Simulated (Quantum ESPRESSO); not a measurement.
## LiFeP: which magnetic order is lowest

Does LiFeP prefer parallel or opposed moments, or none?

Calculated with Quantum ESPRESSO 7.5; PBEsol; plane waves with GBRV 1.5 PBEsol potentials, no spin-orbit coupling.

This is a report of a sequence of runs, with most program output left out.

## 1. The structure

Symmetry: P4/nmm, No. 129, tetragonal system. Conventional cell: a = 3.667 Å, b = 3.667 Å, c = 5.829 Å, α = 90.00°, β = 90.00°, γ = 90.00°. Nearest to Li lie 5 P at 2.63 to 2.72 Å and 4 Fe at 2.72 Å. Nearest to Fe lie 4 P at 2.19 Å and 4 Fe at 2.59 Å and 4 Li at 2.72 Å. P has 4 Fe at 2.19 Å and 5 Li at 2.63 to 2.72 Å nearest. Farther neighbours are not listed.

The cell comes from Materials Project 2023-11-01, a database of computed structures, and need not be the stable phase.

## 2. Start 1: ferro ++

The signs are those of the starting moments on the seeded atoms, the atoms that are given a moment.

File pw.in:

```
&CONTROL
  calculation = 'scf'
  prefix = 'pwscf'
  outdir = './tmp'
  pseudo_dir = './pseudo'
  disk_io = 'nowf'
/
&SYSTEM
  ibrav = 0
  celldm(1) = 8
  nat = 6
  ntyp = 3
  ecutwfc = 40
  ecutrho = 280
  nbnd = 37
  occupations = 'smearing'
  smearing = 'fd'
  degauss = 0.00734986
  nspin = 2
  starting_magnetization(1) = 0
  starting_magnetization(2) = 0.175
  starting_magnetization(3) = 0
/
&ELECTRONS
  conv_thr = 1.2d-08
  electron_maxstep = 150
  mixing_beta = 0.3
/
ATOMIC_SPECIES
Li      6.9400 li_pbesol_v1.4.uspp.F.UPF
Fe     55.8450 fe_pbesol_v1.5.uspp.F.UPF
P      30.9738 p_pbesol_v1.5.uspp.F.UPF
CELL_PARAMETERS alat
   0.8661855906792    0.0000000000000    0.0000000000000
   0.0000000000000    0.8661855906792    0.0000000000000
   0.0000000000000    0.0000000000000    1.3769733937646
ATOMIC_POSITIONS crystal
Li      0.0000000000    0.5000000000    0.6545373900
Li      0.5000000000    0.0000000000    0.3454626100
Fe      0.0000000000    0.0000000000    0.0000000000
Fe      0.5000000000    0.5000000000    0.0000000000
P       0.5000000000    0.0000000000    0.7957892200
P       0.0000000000    0.5000000000    0.2042107800
K_POINTS automatic
8 8 4 0 0 0
```

The run is started by

```console
$ OMP_NUM_THREADS=1 mpirun -n 4 pw.x -nk 4 -in pw.in > pw.out
```

Elapsed: 49 s, on 4 MPI ranks of Arm Neoverse V2, shared host; peak memory 0.53 GiB.

Spin moment in the atom's sphere by atom:

```csv
atom,spin moment in the atom's sphere (μB)
Li1,0.0000
Li2,0.0000
Fe3,0.0002
Fe4,0.0002
P5,0.0000
P6,0.0000
```

This step gave:

```yaml
smearing_term_ts: 0.09650 eV
magnetization: 0 μB
absolute_magnetization: 0 μB
final_state: non-magnetic
```

Valence density in the ac plane at fractional y = 0.000, with atoms of Li and Fe and P within 0.2 Å of it. It is the smooth field of the valence electrons, not physical close to the nuclei.

Ten steps, logarithmic in the rise over the least value, from '_' (0 e/Å³) to '@' (22 e/Å³), each cell a mean:
```
@@@@**--::::::::::::::==##@@
%%##==--::::::::::::::--++##
====--::----::::::----::--==
::::::::--::::--::::::::::::
......::::::--==::::::::....
____..::::::::::::::::....__
____....::::::::::::::..____
______....::::::::::..______
________............________
____________......__________
____________________________
____________....____________
__________..==++--__________
__________--##%%**::________
__________--##%%**::________
__________..==++--..________
....________......________..
........______________......
--::::..____________....::--
##**--::....______....::==**
@@%%**--............::--##@@
@@@@##--::..........::==%%@@
```
Columns run along a (3.7 Å), rows up along c (5.8 Å). Atoms in or near the plane, at fractional coordinates: Li at (0.50, 0.35), Fe at (0.00, 0.00), P at (0.50, 0.80).

## 3. Start 2: antiferro +−

Changes to pw.in since step 2:

```diff
@@ -11,6 +11,6 @@
   nat = 6
-  ntyp = 3
+  ntyp = 4
   ecutwfc = 40
   ecutrho = 280
-  nbnd = 37
+  nbnd = 34
   occupations = 'smearing'
@@ -21,3 +21,4 @@
   starting_magnetization(2) = 0.175
-  starting_magnetization(3) = 0
+  starting_magnetization(3) = -0.175
+  starting_magnetization(4) = 0
 /
@@ -30,3 +31,4 @@
 Li      6.9400 li_pbesol_v1.4.uspp.F.UPF
-Fe     55.8450 fe_pbesol_v1.5.uspp.F.UPF
+Fe1    55.8450 fe_pbesol_v1.5.uspp.F.UPF
+Fe2    55.8450 fe_pbesol_v1.5.uspp.F.UPF
 P      30.9738 p_pbesol_v1.5.uspp.F.UPF
@@ -39,4 +41,4 @@
 Li      0.5000000000    0.0000000000    0.3454626100
-Fe      0.0000000000    0.0000000000    0.0000000000
-Fe      0.5000000000    0.5000000000    0.0000000000
+Fe1     0.0000000000    0.0000000000    0.0000000000
+Fe2     0.5000000000    0.5000000000    0.0000000000
 P       0.5000000000    0.0000000000    0.7957892200
```

Run time: 50 s. Hardware: 4 MPI ranks; peak memory 0.53 GiB; 3.3 min of CPU time.

Spin moment in the atom's sphere by atom:

```csv
atom,spin moment in the atom's sphere (μB)
Li1,0.0000
Li2,0.0000
Fe3,0.0000
Fe4,-0.0004
P5,0.0000
P6,0.0000
```

Read from the output:

- smearing term TS: 0.09649 eV
- magnetization: 0 μB
- absolute magnetization: 0 μB
- final state: non-magnetic

Valence density in the ac plane at fractional y = 0.000, with atoms of Li and Fe and P within 0.2 Å of it. It is the smooth field of the valence electrons, not physical close to the nuclei.

Ten steps, logarithmic in the rise over the least value, from '_' (0 e/Å³) to '@' (22 e/Å³), each cell a mean:
```
@@@@**--::::::::::::::==##@@
%%##==--::::::::::::::--++##
====--::----::::::----::--==
::::::::--::::--::::::::::::
......::::::--==::::::::....
____..::::::::::::::::....__
____....::::::::::::::..____
______....::::::::::..______
________............________
____________......__________
____________________________
____________....____________
__________..==++--__________
__________--##%%**::________
__________--##%%**::________
__________..==++--..________
....________......________..
........______________......
--::::..____________....::--
##**--::....______....::==**
@@%%**--............::--##@@
@@@@##--::..........::==%%@@
```
Columns run along a (3.7 Å), rows up along c (5.8 Å). Atoms in or near the plane, at fractional coordinates: Li at (0.50, 0.35), Fe at (0.00, 0.00), P at (0.50, 0.80).

## 4. Run 3 (no spin polarisation)

Changes to pw.in since step 3:

```diff
@@ -11,3 +11,3 @@
   nat = 6
-  ntyp = 4
+  ntyp = 3
   ecutwfc = 40
@@ -18,7 +18,2 @@
   degauss = 0.00734986
-  nspin = 2
-  starting_magnetization(1) = 0
-  starting_magnetization(2) = 0.175
-  starting_magnetization(3) = -0.175
-  starting_magnetization(4) = 0
 /
@@ -31,4 +26,3 @@
 Li      6.9400 li_pbesol_v1.4.uspp.F.UPF
-Fe1    55.8450 fe_pbesol_v1.5.uspp.F.UPF
-Fe2    55.8450 fe_pbesol_v1.5.uspp.F.UPF
+Fe     55.8450 fe_pbesol_v1.5.uspp.F.UPF
 P      30.9738 p_pbesol_v1.5.uspp.F.UPF
@@ -41,4 +35,4 @@
 Li      0.5000000000    0.0000000000    0.3454626100
-Fe1     0.0000000000    0.0000000000    0.0000000000
-Fe2     0.5000000000    0.5000000000    0.0000000000
+Fe      0.0000000000    0.0000000000    0.0000000000
+Fe      0.5000000000    0.5000000000    0.0000000000
 P       0.5000000000    0.0000000000    0.7957892200
```

The job ended after 22 s (4 MPI ranks; peak memory 0.44 GiB; 89 s of CPU time).

Read from the output:

| Quantity | Value |
| --- | --- |
| smearing term TS | 0.09649 eV |
| final state | non-magnetic (no spin polarisation) |

## 5. Ranking

An order is kept where moments of 0.15 μB or more survive with the typed signs; meshes match where a doubled cell samples the same k points as the first cell.

Orders:

```csv
start,final state,typed order kept,energy over the lowest (meV a seeded atom),largest site moment (μB),net moment (μB a cell of the first run),mesh matched,CPU time (s)
ferro ++,non-magnetic,no,0.02446,0,0,yes,193.9
antiferro +-,non-magnetic,no,0.02446,0,0,yes,199.8
no spin polarisation,non-magnetic,-,0,0,0,yes,88.67
```

## 6. Outcome

| Quantity | Value |
| --- | --- |
| lowest state found | non-magnetic (from ferro ++, antiferro +- and no spin polarisation) |
| largest site moment | 0 μB |

The lowest state carries no moment, and no start kept one. This is the lowest of 3 collinear or spinless starts, no proof of the ground state. Energies are free energies at an electronic temperature of 1160 K, which lowers moments and differences where the moments are itinerant.

[Logs and program files are shortened in this print: banners, set-up blocks, solver, clock and traceback lines can be left out without a mark of their own.]

[Logs are printed without paths, hosts, clocks, repeated set-up lines and the standing remarks that a program may print on its own settings, such as how far it seeks lower states.]

[Hosts, paths, dates, database ids (printed as entryN), source tags and the programs' standing remarks are cut or masked in the printed files.]

[Where a cell is said to come from a database of computed structures, the database is the Materials Project.]
